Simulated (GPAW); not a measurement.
# WS2 (Tungstenite): optical spectrum from first principles, part 2 of 2

Aim: the dielectric function of WS2 (Tungstenite), and the optical constants that follow from it. The cell comes from an older database entry, whose edges can differ from later determinations, mostly by under a per cent.

GPAW 26.7.0; DFT, PBE, plane-wave PAW (GPAW data sets), scalar-relativistic, RPA, optical limit.

So far. Step 2 (Ground state): There is a gap, 1.14 eV on this mesh (points off the mesh can give less), so no carriers' term is needed.

The database entry behind the starting cell differs from later determinations by our own check (an axis about 1.4 % long against later determinations), so it need not match the best structure at ambient conditions.

**4. Dielectric function, RPA (continued)**

Some rows of df_x.csv (energy; Re and Im without local fields; Re and Im with them):

```text
0.000000, 13.099007, 0.000000, 12.331234, 0.000000
0.429336, 13.284421, 0.134846, 12.498463, 0.121431
0.878195, 13.946662, 0.333630, 13.093117, 0.298266
1.347938, 15.539450, 0.840644, 14.507617, 0.738928
1.840057, 17.059534, 4.140078, 15.881959, 3.606161
2.356191, 21.430235, 10.707786, 19.996867, 8.436340
2.898142, 13.112986, 16.081790, 14.562671, 14.310694
3.467895, 6.295307, 14.132550, 7.120958, 15.294664
4.067647, 5.897526, 11.301645, 4.769114, 11.947020
4.699832, 2.772098, 13.607303, 2.003092, 12.973631
5.367152, -0.066111, 9.894118, -0.649072, 9.238953
6.072622, -0.423239, 9.616431, -0.451488, 8.711955
6.819608, -1.840396, 7.279811, -1.478452, 6.655030
7.611886, -1.965386, 5.370636, -2.027619, 5.228461
8.453705, -0.569807, 4.194363, -0.688195, 3.977012
9.349861, -0.157567, 4.336091, -0.486747, 4.011644
10.305790, -0.485405, 3.890950, -0.665837, 3.170377
11.327680, -1.310709, 4.304522, -0.948637, 3.545309
12.422601, -1.431036, 2.818836, -1.082784, 2.328587
13.598673, -1.530196, 2.238869, -1.105368, 1.873534
```

Values under the direct gap are tails of Lorentzian lines. Im ε against photon energy; read off at these points:

```csv
photon energy (eV),E ∥ x,E ∥ z
0.00,0,0
0.50,0.144,0.0225
1.00,0.369,0.0516
1.50,1.14,0.102
2.00,3.14,0.240
2.50,11.3,1.31
3.00,15.2,2.95
3.34,15.7,2.89
3.50,15.1,2.56
4.00,11.9,2.24
4.50,12.3,2.08
4.65,13.2,1.90
5.00,11.4,2.03
5.50,8.36,1.97
6.00,8.87,2.15
6.50,7.47,2.35
7.00,6.31,2.49
7.50,5.64,2.89
8.00,3.99,3.20
8.50,4.03,3.59
9.00,3.45,4.53
9.50,3.82,5.19
10.00,3.34,5.98
10.50,3.08,5.09
11.00,3.36,5.67
11.50,3.18,7.44
12.00,2.84,6.26
12.50,2.32,4.08
13.00,2.15,2.98
13.50,2.02,2.31
```

Re ε against photon energy:

```csv
photon energy (eV),E ∥ x,E ∥ z
0.0,12.3,5.13
0.5,12.6,5.16
1.0,13.4,5.28
1.5,15.3,5.52
2.0,16.2,6.03
2.5,17.7,7.14
3.0,12.8,5.62
3.5,6.74,4.44
4.0,4.57,4.26
4.5,4.23,4.18
5.0,0.515,4.35
5.5,-0.144,4.30
6.0,-0.154,4.47
6.5,-1.36,4.54
7.0,-1.38,4.49
7.5,-1.83,4.67
8.0,-1.28,4.71
8.5,-0.658,4.73
9.0,-0.600,4.65
9.5,-0.745,4.28
10.0,-0.615,2.83
10.5,-0.496,2.32
11.0,-0.346,2.21
11.5,-1.07,1.60
12.0,-1.31,-1.45
12.5,-1.04,-1.85
13.0,-0.979,-1.55
13.5,-1.09,-1.10
```

The Im ε, E ∥ x has structure finer than the step of the table below, so its rows give means over 0.5 eV, whole bins alone (the curve runs from 0 to 14.0 eV). Peaks (eV: height): without local fields 2.98: 16.4, 4.65: 13.9; with local fields 3.34: 15.7.

Values under the direct gap are tails of Lorentzian lines. Im ε, E ∥ x against photon energy; means over each step:

```csv
photon energy (eV),without local fields,with local fields
0.5,0.164,0.147
1.0,0.432,0.384
1.5,1.61,1.40
2.0,4.26,3.59
2.5,12.4,10.3
3.0,15.6,14.5
3.5,13.8,14.9
4.0,11.6,12.4
4.5,12.8,12.4
5.0,11.9,11.3
5.5,9.56,8.80
6.0,9.57,8.63
6.5,8.24,7.49
7.0,6.70,6.31
7.5,5.66,5.50
8.0,4.35,4.10
8.5,4.25,4.02
9.0,3.83,3.60
9.5,4.18,3.80
10.0,4.03,3.36
10.5,3.92,3.14
11.0,4.26,3.39
11.5,3.95,3.26
12.0,3.34,2.83
12.5,2.82,2.33
13.0,2.59,2.16
13.5,2.38,1.98
```

Refractive index n and extinction k against photon energy:

```csv
photon energy (eV),"n, E ∥ x","k, E ∥ x","n, E ∥ z","k, E ∥ z"
0,3.51,0,2.26,0
1,3.66,0.0505,2.30,0.0112
2,4.04,0.388,2.46,0.0489
3,4.04,1.88,2.45,0.602
4,2.94,2.02,2.13,0.525
5,2.44,2.34,2.14,0.475
6,2.09,2.12,2.17,0.495
7,1.59,1.98,2.19,0.568
8,1.21,1.65,2.28,0.701
9,1.21,1.43,2.36,0.959
10,1.18,1.42,2.17,1.38
11,1.23,1.36,2.04,1.39
12,0.952,1.49,1.58,1.98
13,0.830,1.29,0.951,1.57
```

Values under the direct gap are tails of Lorentzian lines. Loss function −Im 1/ε at q → 0 against energy loss; read off at these points:

```csv
energy loss (eV),E ∥ x,E ∥ z
0.00,0,0
0.50,9.1e-4,8.4e-4
1.00,0.00207,0.00185
1.50,0.00485,0.00334
2.00,0.0116,0.00661
2.50,0.0257,0.0248
3.00,0.0384,0.0732
3.50,0.0552,0.0975
4.00,0.0732,0.0966
4.50,0.0725,0.0953
5.00,0.0873,0.0881
5.50,0.120,0.0881
6.00,0.113,0.0872
6.50,0.130,0.0901
7.00,0.151,0.0944
7.50,0.160,0.0958
8.00,0.227,0.0987
8.50,0.241,0.102
9.00,0.281,0.107
9.50,0.252,0.115
10.00,0.289,0.137
10.50,0.316,0.163
10.59,0.317,0.162
11.00,0.294,0.153
11.50,0.283,0.128
12.00,0.291,0.151
12.50,0.359,0.203
13.00,0.386,0.264
13.50,0.384,0.353
```

Optical constants at common wavelengths, from n + ik = √ε:

```csv
wavelength (nm),n x,k x,R (%) x,1/α x,n z,k z,R (%) z,1/α z
800,3.95,0.173,35.6,368 nm,2.36,0.023,16.4,2.7 µm
633,4.00,0.410,36.4,123 nm,2.44,0.045,17.6,1.1 µm
532,4.56,0.842,42.3,50 nm,2.59,0.125,19.8,339 nm
450,4.22,1.476,42.6,24 nm,2.62,0.515,21.6,69 nm
365,3.57,2.180,44.3,13 nm,2.20,0.616,17.1,47 nm
308,2.95,2.010,39.9,12 nm,2.12,0.520,15.3,47 nm
193,1.82,2.133,41.8,7.2 nm,2.20,0.529,16.3,29 nm
```

Below the direct gap, k and the depth come from the tails of the Lorentzian lines, not from transitions.

Rows near the edge hang on the gap, which this functional as a rule makes too small, and phonon-assisted absorption is left out.

**5. Outcome**

```
electronic dielectric constant ε∞, mean over x, y and z (by symmetry where fewer were run) (RPA) : 9.93
main peak of Im epsilon, first axis                                                              : 3.34 eV
```

What this shows: At this level (PBE, RPA) WS2 has a mean ε∞ = 9.93 and n = 3.60 at 1550 nm (E ∥ x), and Im ε peaks at 3.3 eV (E ∥ x). On the mesh the gap is 1.05 eV and the least direct gap 1.74 eV, so on this mesh the band edges lie at different points. Local fields change the static value along x from 13.10 to 12.33 (-6 %). Distinct maxima of Im ε, read by a parabola through the highest points, lie at 3.34 eV (16), 4.64 eV (13) and 5.96 eV (8.9) for E ∥ x. The static values by axis are 12.33 (x), 5.13 (z). Excitons and phonon-assisted transitions are missing; PBE gaps are as a rule too small, which pulls the onset down and ε∞ up. Spin-orbit coupling is left out although heavy atoms are present. The sum runs over mesh points, so small or evenly spaced maxima can still be ripples of the mesh. In this version of GPAW the matrix elements of the optical limit are incomplete, which can lower ε − 1 by up to a tenth where first-row anions or d states rule, and shift it by more in d metals.

[Machine, clock and banner lines and Python warnings are left out of the logs.]

[Logs are printed without paths, hosts, clocks, repeated set-up lines and the standing remarks that a program may print on its own settings, such as how far it seeks lower states.]

[Hosts, paths, dates, database ids (printed as entryN), source tags and the programs' standing remarks are cut or masked in the printed files.]
